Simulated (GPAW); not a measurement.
# Near-edge structure at the Rh L₃ edge of Rh (Rhodium, Fm-3m)

Aim: the near-edge shape at the Rh L₃ edge of Rh (Rhodium, Fm-3m), and what the core hole does to it.

Main program and level: GPAW 26.7.0; X-ray absorption from dipole matrix elements to empty bands, plane-wave PAW PBE.

Report form: the programs' logs are mostly left out.

The database entry behind the starting cell differs from later determinations by our own check (an axis about 0.2 % short against later determinations), so it need not match the best structure at ambient conditions.

**1. Set-up**

The structure is cubic, space group Fm-3m (No. 225). Conventional cell: a = 3.796 Å, b = 3.796 Å, c = 3.796 Å, α = 90.00°, β = 90.00°, γ = 90.00°. Nearest to Rh lie 12 Rh at 2.68 Å.

As a file:

```
Rh
1.0
     0.00000    1.89785    1.89785
     1.89785    0.00000    1.89785
     1.89785    1.89785    0.00000
Rh
1
Direct
  0.00000 0.00000 0.00000
```

**2. The field without a hole**

A plain self-consistent run shows whether there is a gap, which decides the set-up of the core-hole run.

The input, scf.py:

```python
import numpy as np
from ase import Atoms
from ase.parallel import parprint, paropen
from gpaw import GPAW, PW, FermiDirac, Mixer, MixerDif, setup_paths
from gpaw.test import gen
setup_paths.insert(0, '.')
gen('Rh', name='nch2p', xcname='PBE', corehole=(2, 1, 0), write_xml=True)
from gpaw.mpi import world
world.barrier()

atoms = Atoms('Rh',
    cell=[[0, 1.89785, 1.89785],
     [1.89785, 0, 1.89785],
     [1.89785, 1.89785, 0]],
    scaled_positions=[[0, 0, 0]],
    pbc=True)
atoms.calc = calc = GPAW(legacy_gpaw=True, mode=PW(430), xc='PBE', setups={0: 'nch2p'},
    kpts={'size': (11, 11, 11), 'gamma': True}, occupations=FermiDirac(0.05),
    charge=0, mixer=Mixer(0.1, 5, 50), maxiter=150,
    convergence={'density': 0.0001}, txt='scf.txt')
energy = atoms.get_potential_energy() + calc.get_reference_energy()
ef = calc.get_fermi_level()
out = dict(energy=energy, fermi=ef, forces=atoms.get_forces().tolist())
parprint(f'all-electron energy {energy:.4f} eV, Fermi level {ef:.4f} eV')
ev = np.array([[calc.get_eigenvalues(k, s) for k in range(len(calc.get_ibz_k_points()))] for s in range(calc.get_number_of_spins())])
out['homo'], out['lumo'], out['counts'] = ev[ev < ef].max(), ev[ev > ef].min(), sorted(set((ev < ef).sum((0, 2)).tolist()))
out['filled'] = (ev[:, 0] < ef).sum(1).tolist()
import json
with paropen('out.json', 'w') as f:
    json.dump(out, f)
```

Started as:

```sh
$ OMP_NUM_THREADS=1 mpirun -n 4 gpaw python scf.py
```

Wall time 4.8 s (4 MPI ranks of Arm Neoverse V2, shared host); peak memory 0.15 GiB.

The mesh shows no gap, so the system is treated as a metal and the core electron is put at the Fermi level (neutral cell).

**3. Spectrum without a core hole, Rh atom 1**

This cheap baseline ignores the attraction of the hole: it shows the absorber's empty states as they are in the ground state. The data set with a hole of occupation 0 only carries the core orbital.

The absorber has 12 Rh at 2.68 Å (cuboctahedral, site symmetry m-3m).

The input, xas.py:

```python
import numpy as np
from ase import Atoms
from ase.parallel import parprint, paropen
from gpaw import GPAW, PW, FermiDirac, Mixer, MixerDif, setup_paths
from gpaw.test import gen
setup_paths.insert(0, '.')
gen('Rh', name='nch2p', xcname='PBE', corehole=(2, 1, 0), write_xml=True)
from gpaw.mpi import world
world.barrier()

atoms = Atoms('Rh',
    cell=[[0, 1.89785, 1.89785],
     [1.89785, 0, 1.89785],
     [1.89785, 1.89785, 0]],
    scaled_positions=[[0, 0, 0]],
    pbc=True)
atoms.calc = calc = GPAW(legacy_gpaw=True, mode=PW(430), xc='PBE', setups={0: 'nch2p'},
    kpts={'size': (15, 15, 15), 'gamma': True}, occupations=FermiDirac(0.1),
    charge=0, mixer=Mixer(0.1, 5, 50), maxiter=150,
    convergence={'density': 0.0001}, txt='scf.txt')
energy = atoms.get_potential_energy() + calc.get_reference_energy()
ef = calc.get_fermi_level()
out = dict(energy=energy, fermi=ef, forces=atoms.get_forces().tolist())
parprint(f'all-electron energy {energy:.4f} eV, Fermi level {ef:.4f} eV')
ev = np.array([[calc.get_eigenvalues(k, s) for k in range(len(calc.get_ibz_k_points()))] for s in range(calc.get_number_of_spins())])
out['homo'], out['lumo'], out['counts'] = ev[ev < ef].max(), ev[ev > ef].min(), sorted(set((ev < ef).sum((0, 2)).tolist()))
out['filled'] = (ev[:, 0] < ef).sum(1).tolist()

from ase.units import Ha
from gpaw.xas import dipole_matrix_elements
nb = int(calc.get_number_of_electrons() / 2) + 17
top = nb
nscf = calc.fixed_density(kpts={'size': (12, 12, 12), 'gamma': True},
    convergence={'eigenstates': 1.0}, txt='nscf.txt')
nscf.diagonalize_full_hamiltonian(nbands=nb)
cell = atoms.cell.array
ops = [cell.T @ U.T @ np.linalg.inv(cell.T) for U in nscf.wfs.kd.symmetry.op_scc]
E = np.arange(-25, 34, 0.1)
fwhm = np.interp(E, [4, 25], [2.13, 3.5])
Y, X, zero, highest = 0, 0, 1e9, 1e9
for spin in range(nscf.get_number_of_spins()):
    wfs = nscf.wfs
    A = dipole_matrix_elements(wfs.setups[0])
    eps = np.zeros((wfs.kd.nibzkpts, nb))
    d = np.zeros((3, A.shape[1], wfs.kd.nibzkpts, nb), complex)
    for kpt in wfs.kpt_u:
        if kpt.s == spin and 0 in kpt.P_ani:
            eps[kpt.k] = kpt.eps_n * Ha
            d[:, :, kpt.k] = (kpt.weight * wfs.nspins / 2) ** 0.5 * np.inner(A, kpt.P_ani[0])
    world.sum(eps)
    world.sum(d)
    T = np.einsum('amkn,bmkn->abkn', d, d.conj()).real
    T = sum(np.einsum('ai,ijkn,bj->abkn', R, T, R) for R in ops) / len(ops)
    empty = eps > ef
    zero, highest = min(zero, eps[empty].min()), min(highest, eps[:, top - 1].min())
    lines = [(eps, T, empty)] if spin == 0 else lines + [(eps, T, empty)]
for eps, T, empty in lines:
    f = np.einsum('aakn->akn', T).reshape(3, -1)
    x = eps.ravel() - zero
    w = np.interp(x, E, fwhm) / 2.35482
    g = np.exp(-0.5 * ((E[:, None] - x) / w) ** 2) / (w * (2 * np.pi) ** 0.5)
    Y = Y + (f * empty.ravel()) @ g.T
    X = X + (f * ~empty.ravel()) @ g.T
out.update(E=E.round(2).tolist(), xas=Y.tolist(), xes=X.tolist(), zero=zero, valid=highest - zero, nk=len(eps), nb=nb)
for i in range(0, len(E), 10):
    parprint(f'{E[i]:7.2f}', *(f'{v:10.3e}' for v in Y[:, i]))
import json
with paropen('out.json', 'w') as f:
    json.dump(out, f)
```

Started as:

```sh
$ OMP_NUM_THREADS=1 mpirun -n 4 gpaw python xas.py
```

The job ended after 7.7 s (4 MPI ranks; peak memory 0.18 GiB).

The Rh L₃ spectrum, Rh atom 1, no core hole (energy from the lowest empty level; intensity scaled to a mean of 1 over the first 20 eV):

```csv
E (eV),intensity
-2.0,0.14
-1.0,1.22
0.0,3.47
1.0,3.48
2.0,1.62
3.0,0.88
4.0,0.72
5.0,0.62
6.0,0.51
7.0,0.44
8.0,0.55
9.0,0.69
10.0,0.69
11.0,0.69
12.0,0.82
13.0,0.95
14.0,1.01
15.0,1.04
16.0,1.04
17.0,0.96
18.0,0.77
19.0,0.59
20.0,0.53
21.0,0.63
22.0,0.75
23.0,0.75
24.0,0.63
25.0,0.53
26.0,0.55
27.0,0.69
28.0,0.85
29.0,0.96
30.0,0.96
31.0,0.86
32.0,0.72
```

Main maxima below 30 eV (height): 0.4 eV (3.91), 15.6 eV (1.05), 22.4 eV (0.77) and 29.6 eV (0.97). At an L edge the dipole rule selects empty d (and weakly s) states on the absorber, and the strong line at the onset measures the empty part of its d band.

The same matrix elements for filled bands give the Rh L₃ emission of Rh atom 1 (ground-state approximation; energy from the lowest empty level, largest value 1):

```csv
E (eV),emission
-24.00,0.00
-23.25,0.00
-22.50,0.00
-21.75,0.00
-21.00,0.00
-20.25,0.00
-19.50,0.00
-18.75,0.00
-18.00,0.00
-17.25,0.00
-16.50,0.00
-15.75,0.00
-15.00,0.00
-14.25,0.00
-13.50,0.00
-12.75,0.00
-12.00,0.00
-11.25,0.00
-10.50,0.00
-9.75,0.00
-9.00,0.00
-8.25,0.01
-7.50,0.04
-6.75,0.15
-6.00,0.36
-5.25,0.57
-4.50,0.71
-3.75,0.84
-3.00,0.96
-2.25,1.00
-1.50,0.95
-0.75,0.77
0.00,0.46
0.75,0.18
1.50,0.04
2.25,0.00
3.00,0.00
```

Emission maxima: -2.2 eV (1.00).

**4. Reference energy of the supercell**

The photon energy needs a difference of total energies, so the cell and mesh of the coming hole run are first run without a hole.

Edit scf.py of step 2 so:

```diff
@@ -10,10 +10,25 @@
 
-atoms = Atoms('Rh',
-    cell=[[0, 1.89785, 1.89785],
-     [1.89785, 0, 1.89785],
-     [1.89785, 1.89785, 0]],
-    scaled_positions=[[0, 0, 0]],
+atoms = Atoms('Rh16',
+    cell=[[3.7957, 3.7957, 3.7957],
+     [3.7957, -3.7957, 3.7957],
+     [3.7957, 3.7957, -3.7957]],
+    scaled_positions=[[0, 0, 0],
+     [0.25, 0, 0.25],
+     [0.25, 0.25, 0],
+     [0.5, 0, 0.5],
+     [0.5, 0.25, 0.25],
+     [0.5, 0.5, 0],
+     [0, 0.25, 0.75],
+     [0, 0.5, 0.5],
+     [0, 0.75, 0.25],
+     [0.75, 0, 0.75],
+     [0.75, 0.25, 0.5],
+     [0.75, 0.5, 0.25],
+     [0.75, 0.75, 0],
+     [0.25, 0.5, 0.75],
+     [0.25, 0.75, 0.5],
+     [0.5, 0.75, 0.75]],
     pbc=True)
 atoms.calc = calc = GPAW(legacy_gpaw=True, mode=PW(430), xc='PBE', setups={0: 'nch2p'},
-    kpts={'size': (11, 11, 11), 'gamma': True}, occupations=FermiDirac(0.05),
+    kpts={'size': (5, 5, 5), 'gamma': True}, occupations=FermiDirac(0.1),
     charge=0, mixer=Mixer(0.1, 5, 50), maxiter=150,
```

Started as:

```sh
$ OMP_NUM_THREADS=1 mpirun -n 4 gpaw python scf.py
```

It took 59 s on 4 MPI ranks; peak memory 0.29 GiB; 3.9 min of CPU time.

Reference energy: -2082270.895 eV with the cores included.

**5. Spectrum with XCH, Rh atom 1**

The holes are 6.6 Å apart. In GPAW the data set carries the hole's charge, so charge=0 means a charged cell and charge=-1 a neutral one. The excited electron is kept in the cell, where it fills the lowest empty states and screens the hole. After the field has converged, empty bands are computed with the density fixed and the dipole matrix elements are summed.

Edit xas.py of step 3 so:

```diff
@@ -6,3 +6,3 @@
 setup_paths.insert(0, '.')
-gen('Rh', name='nch2p', xcname='PBE', corehole=(2, 1, 0), write_xml=True)
+gen('Rh', name='fch2p', xcname='PBE', corehole=(2, 1, 1), write_xml=True)
 from gpaw.mpi import world
@@ -10,11 +10,26 @@
 
-atoms = Atoms('Rh',
-    cell=[[0, 1.89785, 1.89785],
-     [1.89785, 0, 1.89785],
-     [1.89785, 1.89785, 0]],
-    scaled_positions=[[0, 0, 0]],
+atoms = Atoms('Rh16',
+    cell=[[3.7957, 3.7957, 3.7957],
+     [3.7957, -3.7957, 3.7957],
+     [3.7957, 3.7957, -3.7957]],
+    scaled_positions=[[0, 0, 0],
+     [0.25, 0, 0.25],
+     [0.25, 0.25, 0],
+     [0.5, 0, 0.5],
+     [0.5, 0.25, 0.25],
+     [0.5, 0.5, 0],
+     [0, 0.25, 0.75],
+     [0, 0.5, 0.5],
+     [0, 0.75, 0.25],
+     [0.75, 0, 0.75],
+     [0.75, 0.25, 0.5],
+     [0.75, 0.5, 0.25],
+     [0.75, 0.75, 0],
+     [0.25, 0.5, 0.75],
+     [0.25, 0.75, 0.5],
+     [0.5, 0.75, 0.75]],
     pbc=True)
-atoms.calc = calc = GPAW(legacy_gpaw=True, mode=PW(430), xc='PBE', setups={0: 'nch2p'},
-    kpts={'size': (15, 15, 15), 'gamma': True}, occupations=FermiDirac(0.1),
-    charge=0, mixer=Mixer(0.1, 5, 50), maxiter=150,
+atoms.calc = calc = GPAW(legacy_gpaw=True, mode=PW(430), xc='PBE', setups={0: 'fch2p'},
+    kpts={'size': (5, 5, 5), 'gamma': True}, occupations=FermiDirac(0.1),
+    charge=-1, mixer=Mixer(0.1, 5, 50), maxiter=150,
     convergence={'density': 0.0001}, txt='scf.txt')
@@ -30,10 +45,9 @@
 from gpaw.xas import dipole_matrix_elements
-nb = int(calc.get_number_of_electrons() / 2) + 17
-top = nb
-nscf = calc.fixed_density(kpts={'size': (12, 12, 12), 'gamma': True},
-    convergence={'eigenstates': 1.0}, txt='nscf.txt')
-nscf.diagonalize_full_hamiltonian(nbands=nb)
+nb = int(calc.get_number_of_electrons() / 2) + 213
+top, nb = nb, nb + 8 + nb // 12
+nscf = calc.fixed_density(kpts={'size': (5, 5, 5), 'gamma': True}, nbands=nb,
+    convergence={'bands': top, 'eigenstates': 1e-5}, maxiter=60, txt='nscf.txt')
 cell = atoms.cell.array
 ops = [cell.T @ U.T @ np.linalg.inv(cell.T) for U in nscf.wfs.kd.symmetry.op_scc]
-E = np.arange(-25, 34, 0.1)
+E = np.arange(-6, 34, 0.1)
 fwhm = np.interp(E, [4, 25], [2.13, 3.5])
```

Started as:

```sh
$ OMP_NUM_THREADS=1 mpirun -n 4 gpaw python xas.py
```

Wall time 4.4 min (4 MPI ranks); peak memory 0.44 GiB; 18 min of CPU time.

The Rh L₃ spectrum, Rh atom 1, excited-electron core hole (neutral cell) (energy from the lowest empty level; intensity scaled to a mean of 1 over the first 20 eV):

```csv
E (eV),intensity
-2.0,0.09
-1.0,0.84
0.0,2.41
1.0,2.43
2.0,1.26
3.0,0.82
4.0,0.71
5.0,0.64
6.0,0.55
7.0,0.52
8.0,0.63
9.0,0.79
10.0,0.79
11.0,0.83
12.0,1.00
13.0,1.17
14.0,1.22
15.0,1.23
16.0,1.22
17.0,1.10
18.0,0.89
19.0,0.69
20.0,0.63
21.0,0.76
22.0,0.91
23.0,0.90
24.0,0.76
25.0,0.64
26.0,0.68
27.0,0.85
28.0,1.05
29.0,1.16
30.0,1.12
31.0,0.97
32.0,0.78
```

Main maxima below 30 eV (height): 0.4 eV (2.71), 15.4 eV (1.23), 22.4 eV (0.93) and 29.2 eV (1.16). 

**6. Spectrum with FCH, Rh atom 1**

The holes are 6.6 Å apart. In GPAW the data set carries the hole's charge, so charge=0 means a charged cell and charge=-1 a neutral one. The excited electron is left out and a uniform background balances the charge. After the field has converged, empty bands are computed with the density fixed and the dipole matrix elements are summed.

Changed against the first core-hole run: core hole to FCH.

Edit xas.py of step 5 so:

```diff
@@ -33,3 +33,3 @@
     kpts={'size': (5, 5, 5), 'gamma': True}, occupations=FermiDirac(0.1),
-    charge=-1, mixer=Mixer(0.1, 5, 50), maxiter=150,
+    charge=0, mixer=Mixer(0.1, 5, 50), maxiter=150,
     convergence={'density': 0.0001}, txt='scf.txt')
```

Wall time 4.4 min (4 MPI ranks); peak memory 0.43 GiB.

```csv
E (eV),first run,this run
-2.0,0.09,0.09
-1.0,0.84,0.84
0.0,2.41,2.45
1.0,2.43,2.51
2.0,1.26,1.29
3.0,0.82,0.81
4.0,0.71,0.71
5.0,0.64,0.64
6.0,0.55,0.55
7.0,0.52,0.51
8.0,0.63,0.61
9.0,0.79,0.77
10.0,0.79,0.78
11.0,0.83,0.81
12.0,1.00,0.97
13.0,1.17,1.14
14.0,1.22,1.20
15.0,1.23,1.21
16.0,1.22,1.21
17.0,1.10,1.11
18.0,0.89,0.91
19.0,0.69,0.70
20.0,0.63,0.63
21.0,0.76,0.74
22.0,0.91,0.89
23.0,0.90,0.90
24.0,0.76,0.77
25.0,0.64,0.64
26.0,0.68,0.66
27.0,0.85,0.82
28.0,1.05,1.03
29.0,1.16,1.14
30.0,1.12,1.12
31.0,0.97,0.99
32.0,0.78,0.79
```

The scaled spectrum changes by 2 % r.m.s. The highest intensity below 24 eV goes from 0.4 eV (2.71) to 0.6 eV (2.79).

The photon energy of the zero moves by -0.04 eV.

**7. Reference energy of the supercell**

The cutoff changes for the next run, so it gets a reference energy of its own.

Edit scf.py of step 4 so:

```diff
@@ -31,3 +31,3 @@
     pbc=True)
-atoms.calc = calc = GPAW(legacy_gpaw=True, mode=PW(430), xc='PBE', setups={0: 'nch2p'},
+atoms.calc = calc = GPAW(legacy_gpaw=True, mode=PW(300), xc='PBE', setups={0: 'nch2p'},
     kpts={'size': (5, 5, 5), 'gamma': True}, occupations=FermiDirac(0.1),
```

Started as:

```sh
$ OMP_NUM_THREADS=1 mpirun -n 4 gpaw python scf.py
```

Wall time 63 s (4 MPI ranks); peak memory 0.26 GiB; 4.2 min of CPU time.

Reference energy: -2082266.707 eV with the cores included.

**8. Spectrum with XCH, Rh atom 1**

A test of how far the result depends on this setting.

Changed against the first core-hole run: cutoff (eV) to 300.

Edit xas.py of step 6 so:

```diff
@@ -31,5 +31,5 @@
     pbc=True)
-atoms.calc = calc = GPAW(legacy_gpaw=True, mode=PW(430), xc='PBE', setups={0: 'fch2p'},
+atoms.calc = calc = GPAW(legacy_gpaw=True, mode=PW(300), xc='PBE', setups={0: 'fch2p'},
     kpts={'size': (5, 5, 5), 'gamma': True}, occupations=FermiDirac(0.1),
-    charge=0, mixer=Mixer(0.1, 5, 50), maxiter=150,
+    charge=-1, mixer=Mixer(0.1, 5, 50), maxiter=150,
     convergence={'density': 0.0001}, txt='scf.txt')
```

Started as:

```sh
$ OMP_NUM_THREADS=1 mpirun -n 4 gpaw python xas.py
```

Run time: 3.4 min. Hardware: 4 MPI ranks; peak memory 0.35 GiB.

```csv
E (eV),first run,this run
-2.0,0.09,0.09
-1.0,0.84,0.83
0.0,2.41,2.40
1.0,2.43,2.43
2.0,1.26,1.27
3.0,0.82,0.82
4.0,0.71,0.71
5.0,0.64,0.64
6.0,0.55,0.55
7.0,0.52,0.52
8.0,0.63,0.64
9.0,0.79,0.79
10.0,0.79,0.78
11.0,0.83,0.82
12.0,1.00,0.99
13.0,1.17,1.16
14.0,1.22,1.22
15.0,1.23,1.23
16.0,1.22,1.22
17.0,1.10,1.11
18.0,0.89,0.90
19.0,0.69,0.69
20.0,0.63,0.63
21.0,0.76,0.76
22.0,0.91,0.91
23.0,0.90,0.91
24.0,0.76,0.76
25.0,0.64,0.64
26.0,0.68,0.68
27.0,0.85,0.86
28.0,1.05,1.06
29.0,1.16,1.16
30.0,1.12,1.13
31.0,0.97,0.97
32.0,0.78,0.77
```

Against the first run the r.m.s. difference is 0 %. The highest intensity below 24 eV goes from 0.4 eV (2.71) to 0.6 eV (2.71).

The photon energy of the zero moves by +0.10 eV.

**9. With and without the hole**

Both curves are counted from their own zero, so only the shift of weight within the empty states shows.

```csv
E (eV),no hole,XCH
-2.0,0.14,0.09
-1.0,1.22,0.84
0.0,3.47,2.41
1.0,3.48,2.43
2.0,1.62,1.26
3.0,0.88,0.82
4.0,0.72,0.71
5.0,0.62,0.64
6.0,0.51,0.55
7.0,0.44,0.52
8.0,0.55,0.63
9.0,0.69,0.79
10.0,0.69,0.79
11.0,0.69,0.83
12.0,0.82,1.00
13.0,0.95,1.17
14.0,1.01,1.22
15.0,1.04,1.23
16.0,1.04,1.22
17.0,0.96,1.10
18.0,0.77,0.89
19.0,0.59,0.69
20.0,0.53,0.63
21.0,0.63,0.76
22.0,0.75,0.91
23.0,0.75,0.90
24.0,0.63,0.76
25.0,0.53,0.64
26.0,0.55,0.68
27.0,0.69,0.85
28.0,0.85,1.05
29.0,0.96,1.16
30.0,0.96,1.12
31.0,0.86,0.97
32.0,0.72,0.78
```

With each curve scaled to its own mean, the area from −2 to 6 eV with the hole is 9.5 against 12.4, and the centre of weight from −1 to 20 eV moves by +1.4 eV (first and strongest maxima below 20 eV: 0.4 eV (3.91) and 15.6 eV (1.05) without the hole, 0.4 eV (2.71) and 15.4 eV (1.23) with it): the near-edge weight falls against the higher-lying part.

**10. Summary of results**

```
absorber and edge             : Rh L₃, atom 1 of the ground-state input (counted from 1)
surroundings                  : 12 Rh at 2.68 Å (cuboctahedral, site symmetry m-3m)
highest intensity below 24 eV : 0.4 eV above the zero, height 2.71
```

What this shows: The Rh L₃ edge of atom 1, with 12 Rh at 2.68 Å (cuboctahedral, site symmetry m-3m), has its highest intensity of the first 24 eV at 0.4 eV above the zero, 2.7 times the mean level of the first 20 eV (Gaussian full width 2.13 eV up to 4 eV, rising linearly to 3.5 eV at 25 eV). With each curve scaled to its own mean, the area from −2 to 6 eV with the hole is 9.5 against 12.4, and the centre of weight from −1 to 20 eV moves by +1.4 eV (first and strongest maxima below 20 eV: 0.4 eV (3.91) and 15.6 eV (1.05) without the hole, 0.4 eV (2.71) and 15.4 eV (1.23) with it): the near-edge weight falls against the higher-lying part. Changing the core hole to FCH alters the shape by 2 % r.m.s., so the result is insensitive to this choice. Changing the cutoff (eV) to 300 alters the shape by 0 % r.m.s., so this setting is converged. Only the L₃ part is meant: spin–orbit coupling of the core level isn't computed and the L₂ copy isn't added. The script folds with a Gaussian, whereas the core hole's own line is a Lorentzian, so the onset is too steep and the first peak too high. The structure is a published determination, not relaxed.

[Logs are printed without paths, hosts, clocks, repeated set-up lines and the standing remarks that a program may print on its own settings, such as how far it seeks lower states.]

[Hosts, paths, dates, database ids (printed as entryN), source tags and the programs' standing remarks are cut or masked in the printed files.]

[Lists of maxima count a maximum above −3 eV only where it reaches 4 % of the highest in the window and stands out from its surroundings by 2 % of it (1.5 % where it reaches 55 %); shoulders and weaker maxima are passed over, and of the rest the first, up to two pre-edge ones and the few strongest are named.]
